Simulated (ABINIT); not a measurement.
# CsH (Fm-3m): G0W0 in ABINIT against the bands in the self-energy, part 2 of 2

How does the gap of CsH (Fm-3m) converge in the bands in the self-energy?

ABINIT 10.8.3; LDA and many-body steps on it, plane waves. Known limits of the many-body steps: not at the basis limit; no spin-orbit coupling.

So far. Step 2 (Screening, 4×4×4 mesh, 110 bands, screening to 176.9 eV): Local fields lower ε∞ by 14 %.

The database entry behind the starting cell differs from later determinations by our own check (0.1 to 0.3 % short, probably kX units), so it need not match the best structure at ambient conditions.

## Step 5: 31 bands

Level of this step: G0W0 on LDA, plane waves, norm-conserving pseudopotentials (ABINIT).

The self-energy is evaluated for the states that the input lists, and the levels follow from it, in one-shot runs by the linearised quasiparticle equation.

Input file run.abi:

```
acell 3*1.0 Angstrom
rprim 
  -0.000000000000 3.188000000000 3.188000000000
  3.188000000000 -0.000000000000 3.188000000000
  3.188000000000 3.188000000000 -0.000000000000
ntypat 2
znucl 55 1
natom 2
typat 1 2
xred 
  0.000000000000 0.000000000000 0.000000000000
  0.500000000000 0.500000000000 0.500000000000
pp_dirpath "pseudos"
pseudos "Cs.upf, H.upf"
ecut 31
ngkpt 4 4 4
nshiftk 1
shiftk 0 0 0
kptopt 1
chksymbreak 0
istwfk *1
occopt 1
irdwfk 1
optdriver 4
nband 31
gwcalctyp 0
ecutsigx 31
symsigma 1
nkptgw 2
kptgw 
  0.5000000000 0.0000000000 0.0000000000
  0.0000000000 0.0000000000 0.0000000000
bdgw 
  3 8
  2 8
ecuteps 6.5
irdscr 1
ppmodel 1
indata_prefix "in"
outdata_prefix "out"
tmpdata_prefix "tmp"
```

Command:

```
$ OMP_NUM_THREADS=1 mpirun -n 4 abinit run.abi > log
```

Log:

```text
.Version 10.8.3 of ABINIT. v10.8.2 released Aug 2026.

 Symmetries : space group Fm -3 m (#225); Bravais cF (face-center cubic)
[... echo of the input left out ...]
== DATASET  1 ==================================================================
-   mpi_nproc: 4, omp_nthreads: 1 (-1 if OMP is not activated)

--- !DatasetInfo
iteration_state: {dtset: 1, }
dimensions: {natom: 2, nkpt: 8, mband: 31, nsppol: 1, nspinor: 1, nspden: 1, mpw: 3647, }
cutoff_energies: {ecut:  31.0, pawecutdg:  -1.0, }
[...]
Band     E0 <VxcDFT>   SigX SigC(E0)      Z dSigC/dE  Sig(E)    E-E0       E
[...]
7   6.764  -8.085  -3.323  -3.082   0.820  -0.220  -6.708   1.377   8.141
        8   6.764  -8.085  -3.323  -3.082   0.820  -0.220  -6.708   1.377   8.141

== END DATASET(S) ==============================================================
================================================================================

 -outvars: echo values of variables after computation  --------
           etotal      0.0000000000E+00
            nband          31
             nkpt           8
          spgroup         225
 [... the other variables as echoed above ...]

 Calculation completed.
```

It took 7.1 s on 4 MPI ranks of Arm Neoverse V2, shared host; peak memory 0.79 GiB.

This step gave:

```yaml
g0w0_gap_on_the_points_computed: 3.985 eV
starting_gap_on_the_mesh: 1.956 eV
k_of_the_valence_top: 0.5, 0, 0
k_of_the_conduction_bottom: 0.5, 0, 0
least_direct_g0w0_gap_on_the_computed_points: 3.985 eV
```

The gap on the mesh goes from 1.96 eV to 3.99 eV, a correction of +2.03 eV.

## Step 6: 66 bands

Edit run.abi of step 5 so:

```diff
@@ -24,3 +24,3 @@
 optdriver 4
-nband 31
+nband 66
 gwcalctyp 0
```

Log:

```text
.Version 10.8.3 of ABINIT. v10.8.2 released Aug 2026.

 Symmetries : space group Fm -3 m (#225); Bravais cF (face-center cubic)
[... echo of the input left out ...]
== DATASET  1 ==================================================================
-   mpi_nproc: 4, omp_nthreads: 1 (-1 if OMP is not activated)

--- !DatasetInfo
iteration_state: {dtset: 1, }
dimensions: {natom: 2, nkpt: 8, mband: 66, nsppol: 1, nspinor: 1, nspden: 1, mpw: 3647, }
cutoff_energies: {ecut:  31.0, pawecutdg:  -1.0, }
[...]
Band     E0 <VxcDFT>   SigX SigC(E0)      Z dSigC/dE  Sig(E)    E-E0       E
[...]
7   6.764  -8.085  -3.323  -3.369   0.816  -0.226  -6.949   1.136   7.900
        8   6.764  -8.085  -3.323  -3.369   0.816  -0.226  -6.949   1.136   7.900

== END DATASET(S) ==============================================================
================================================================================

 -outvars: echo values of variables after computation  --------
           etotal      0.0000000000E+00
            nband          66
             nkpt           8
          spgroup         225
 [... the other variables as echoed above ...]

 Calculation completed.
```

The job ended after 12 s (4 MPI ranks; peak memory 0.93 GiB).

This step gave:

```yaml
g0w0_gap_on_the_points_computed: 4.103 eV
starting_gap_on_the_mesh: 1.956 eV
k_of_the_valence_top: 0.5, 0, 0
k_of_the_conduction_bottom: 0.5, 0, 0
least_direct_g0w0_gap_on_the_computed_points: 4.103 eV
```

Against the run before, the gap moves by +0.118 eV.

## Step 7: 110 bands

Edit run.abi of step 6 so:

```diff
@@ -24,3 +24,3 @@
 optdriver 4
-nband 66
+nband 110
 gwcalctyp 0
```

Log:

```text
.Version 10.8.3 of ABINIT. v10.8.2 released Aug 2026.

 Symmetries : space group Fm -3 m (#225); Bravais cF (face-center cubic)
[... echo of the input left out ...]
== DATASET  1 ==================================================================
-   mpi_nproc: 4, omp_nthreads: 1 (-1 if OMP is not activated)

--- !DatasetInfo
iteration_state: {dtset: 1, }
dimensions: {natom: 2, nkpt: 8, mband: 110, nsppol: 1, nspinor: 1, nspden: 1, mpw: 3647, }
cutoff_energies: {ecut:  31.0, pawecutdg:  -1.0, }
[...]
Band     E0 <VxcDFT>   SigX SigC(E0)      Z dSigC/dE  Sig(E)    E-E0       E
[...]
7   6.764  -8.085  -3.323  -3.473   0.815  -0.227  -7.035   1.050   7.814
        8   6.764  -8.085  -3.323  -3.473   0.815  -0.227  -7.035   1.050   7.814

== END DATASET(S) ==============================================================
================================================================================

 -outvars: echo values of variables after computation  --------
           etotal      0.0000000000E+00
            nband         110
             nkpt           8
          spgroup         225
 [... the other variables as echoed above ...]

 Calculation completed.
```

Wall time 18 s (4 MPI ranks); peak memory 1.1 GiB.

Numbers from this step:

```yaml
g0w0_gap_on_the_points_computed: 4.137 eV
starting_gap_on_the_mesh: 1.956 eV
k_of_the_valence_top: 0.5, 0, 0
k_of_the_conduction_bottom: 0.5, 0, 0
least_direct_g0w0_gap_on_the_computed_points: 4.137 eV
```

Against the run before, the gap moves by +0.034 eV.

## Step 8: Side by side

Times are wall times on 4 MPI ranks of Arm Neoverse V2, shared host, good to a factor of about two. A run's time includes the screening step that it read.

| run | mesh | bands | screening cutoff (eV) | DFT gap (eV) | gap on the mesh (eV) | direct (eV) | ε∞ used | time |
| --- | --- | --- | --- | --- | --- | --- | --- | --- |
| 13 bands | 4×4×4 | 13 | 176.9 | 1.956 | 3.845 | 3.845 | 3.25 | 22 s |
| 14 bands | 4×4×4 | 14 | 176.9 | 1.956 | 3.854 | 3.854 | 3.25 | 22 s |
| 31 bands | 4×4×4 | 31 | 176.9 | 1.956 | 3.985 | 3.985 | 3.25 | 24 s |
| 66 bands | 4×4×4 | 66 | 176.9 | 1.956 | 4.103 | 4.103 | 3.25 | 29 s |
| 110 bands | 4×4×4 | 110 | 176.9 | 1.956 | 4.137 | 4.137 | 3.25 | 35 s |

## Step 9: Outcome

```yaml
13_bands: 3.845 eV
14_bands: 3.854 eV
31_bands: 3.985 eV
66_bands: 4.103 eV
110_bands: 4.137 eV
known_limits: not at the basis limit; no spin-orbit coupling
```

The setting moved: bands in the self-energy. From 13 bands to 110 bands the gap moves by +0.29 eV. The last step still moves it by +0.034 eV. Bands and screening cutoff are coupled, so a series along one setting does not show full convergence. Bands and cutoff are finite, so the gap is not at the basis limit. The miss can reach some tenths of an eV and take either sign; the mesh is an error of its own. In the first G0W0 run levels were corrected at 2 k points alone, so a gap called «on the mesh» is the least over those, and an edge elsewhere would be missed. The many-body steps are scalar-relativistic: spin-orbit coupling is not in them.

[Paths, hosts, dates, memory and timing lines, banners, echoed tables and standing remarks are left out of the program output.]

[Logs are printed without paths, hosts, clocks, repeated set-up lines and the standing remarks that a program may print on its own settings, such as how far it seeks lower states.]

[Runs of the session that timed out or met a known fault of the program may be left out.]

[No measured gap is set beside runs whose start may be inverted or whose files or cutoffs have a known fault.]

[Hosts, paths, dates, database ids (printed as entryN), source tags and the programs' standing remarks are cut or masked in the printed files.]

[G0W0 gaps are taken among the corrected bands and points alone; a level outside them can change the order at an edge.]

[Where Ansatz stands beside ABINIT at settings called matched, ABINIT's density can come from a denser mesh and the files from another edition; pairs whose starting gaps differed by over 0.03 eV were left out, so agreement reads better than it is.]
